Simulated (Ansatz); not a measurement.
# Elastic response of void in SiC (68 atoms): runs compared

How stiff is void in SiC (68 atoms)?

Computed with Ansatz 0.2.0: Kohn-Sham DFT, LDA, PAW (set soft_1), plane waves; PAW set soft_1.

In doubt: a lower electronic state may exist (in some of the runs), so energies may not be the lowest and differences between runs may mislead.

## Step 1: The cell

The cell holds 68 atoms: 34 Si and 34 C. Its edges and angles: a = 9.228 Å, b = 9.228 Å, c = 10.096 Å, α = 90.0°, β = 90.0°, γ = 120.0°. It derives from SiC (wurtzite), repeated 3×3×2. Wurtzite SiC (a = 3.076 Å, c = 5.048 Å), 3 x 3 x 2 conventional cells, the 2 Si, 2 C nearest the centre removed; not relaxed, displaced by a Gaussian of 0.02 Å. Nearest the centre at fractional (0.525, 0.519, 0.507): C65 at 2.41 Å, C30 at 2.48 Å, Si59 at 2.62 Å, Si37 at 2.65 Å, C36 at 2.66 Å, Si43 at 2.74 Å, Si35 at 2.76 Å, C66 at 3.10 Å.

## Step 2: The reference run

The reference is a single point at the end of the relaxation.

Every strained cell starts from the geometry of this run, and its atoms are relaxed with the cell held.

Its input, with most atom lines left out:

```yaml
crystal:
  lattice:
    - [9.18538, -0.02513, -0.08114]
    - [-4.61446, 7.93887, 0.08761]
    - [-0.08877, 0.05942, 9.98034]
  atoms:
    - { symbol: Si, position: [0.00076, 0.99833, 0.00581] }
    - { symbol: C, position: [0.11184, 0.22181, 0.0635] }
    - { symbol: Si, position: [0.11424, 0.21989, 0.25411] }
    - { symbol: C, position: [0.00339, 0.99436, 0.30659] }
    - { symbol: Si, position: [0.00883, 0.98684, 0.48897] }
    - { symbol: C, position: [0.02166, 0.16189, 0.57889], spin: 0.6 }
    - { symbol: Si, position: [0.09895, 0.21547, 0.75326] }
    [... atom lines 8 to 68 left out ...]
magnetization:
  spin_polarized: true
kpoints:
  mp_grid: { grid: [2, 2, 1] }
hamiltonian:
  xc: lda
  pseudopotentials: { kind: paw, azcp: { folder: soft_1 }, xc_functional: pbe }
scf:
  occupations: { method: fermi_dirac, width: 0.05 }
  lower_state_search: "off"
output:
  forces: true
  stress: true
  populations: intrinsic
  dos:
    method: { smearing: { sigma: 0.1 } }
    de: 0.1
    projected: { site_lists: { C: [C], Si: [Si] } }
  eigenvalues: true
  write_density: true
  write_potential: true
  volumetric_format: npy
```

```
free energy per atom   : -425.9171 eV/atom
r.m.s. force component : 0.002 eV/Å
pressure               : 0.003832 GPa
total moment           : 0.05809 μB
```

15 levels are partly filled, by over 2 % (on the run's k-points): at this level the cell shows no clear gap.

## Step 3: The runs

Each row is one run, on 4 threads of Intel Xeon Platinum 8375C at 2.90GHz (Ice Lake), shared host. The free energy is the program's total, comparable only between runs with the same functional and atoms.

| run | atoms | outcome | relaxation steps | free energy (eV) | time | host memory (GiB) |
| --- | --- | --- | --- | --- | --- | --- |
| Single point at the start | 68 | converged | - | -28959.086 | 36 s | 3.4 |
| Cell and atoms relaxed | 68 | converged | 13 | -28962.364 | 7.8 min | 4.8 |
| Single point at the relaxed geometry | 68 | converged | - | -28962.364 | 56 s | 3.3 |
| Volume -3 % | 68 | converged | 4 | -28961.961 | 2.2 min | 3.3 |
| Volume +3 % | 68 | converged | 4 | -28961.993 | 4.3 min | 3.4 |
| Volume -6 % | 68 | converged | 5 | -28960.682 | 2.1 min | 3.2 |
| Volume +6 % | 68 | converged | 4 | -28960.939 | 4 min | 3.5 |
| Volume -10 % | 68 | converged | 10 | -28957.698 | 3.1 min | 3.1 |
| Stretched by 1 % along x | 68 | converged | 3 | -28962.264 | 5.1 min | 4.9 |
| Compressed by 1 % along x | 68 | converged | 3 | -28962.261 | 2 min | 3.3 |
| Sheared by 2 % in xy | 68 | converged | 4 | -28962.207 | 2.2 min | 3.3 |

In some runs the program notes that starting moments were not kept and the SCF threshold is loose for the stress. Further notices: minimisation begun; earlier solves read negative; magnetization residual over threshold; negative dielectric reading; negative readings unjudged.

## Step 4: Pressure against volume

Atoms are relaxed at each volume, in the scaled cell.

| volume change (%) | volume (Å³/atom) | energy change (meV/atom) | pressure (GPa) | largest move on relaxing (Å) | bonds |
| --- | --- | --- | --- | --- | --- |
| -10 | 9.616 | 68.62 | 21.86 | 0.60 | - |
| -6 | 10.043 | 24.73 | 12.80 | 0.18 | - |
| -3 | 10.364 | 5.93 | 6.05 | 0.07 | - |
| +0 | 10.684 | 0.00 | 0.00 | - | - |
| +3 | 11.005 | 5.45 | -5.31 | 0.07 | - |
| +6 | 11.325 | 20.96 | -10.00 | 0.12 | - |

## Step 5: Uniaxial strain and shear

Stress (GPa, compression positive) less that of the relaxed cell, atoms relaxed:

| strain | xx | yy | zz | xy | energy change (meV/atom) |
| --- | --- | --- | --- | --- | --- |
| stretched by 1 % along x | -4.352 | -1.017 | -0.452 | -0.002 | 1.47 |
| compressed by 1 % along x | 4.564 | 1.064 | 0.450 | -0.003 | 1.51 |
| sheared by 2 % in xy | -0.034 | 0.009 | 0.011 | -3.447 | 2.31 |

## Step 6: Outcome

The bulk modulus, from the slope of pressure against ln V over the three points nearest the relaxed volume, is 189 GPa; between neighbouring points the slope runs 209, 215, 199, 180 and 164 GPa from the smallest volume up, not steadily, so no pressure derivative is given. At -10 % some atom moved by over 0.5 Å on relaxing, so those points may sit in another local minimum. In the Cartesian axes of the cell, finite differences give C11 = 446, C12 = 104, C13 = 45.1 and C66 = 172 GPa (the shear of 2 % is the engineering strain, εxy = 0.01).

Caveats: Strains are finite and relaxations stop at the force tolerance of the input, which can leave moduli too stiff; they are those of a static cell at zero temperature. Volumes are changed with the cell's shape held, so in an anisotropic solid the modulus lies over the one under free hydrostatic load. The program notes that the SCF threshold of the relaxations is loose for the stress. In the spin-polarised runs the search for a state of lower energy was switched off. The run was spin polarised, started with 8 parallel moments, ending at 0.1 μB in the cell; that starting order needn't be the real material's, and it bears on forces, charges and levels.

The DFT runs together took 34 min of wall time.

[Long decimals in the printed logs are rounded to 6 places.]

[Logs are printed without paths, hosts, clocks, repeated set-up lines and the standing remarks that a program may print on its own settings, such as how far it seeks lower states.]

[Hosts, paths, dates, database ids (printed as entryN), source tags and the programs' standing remarks are cut or masked in the printed files.]
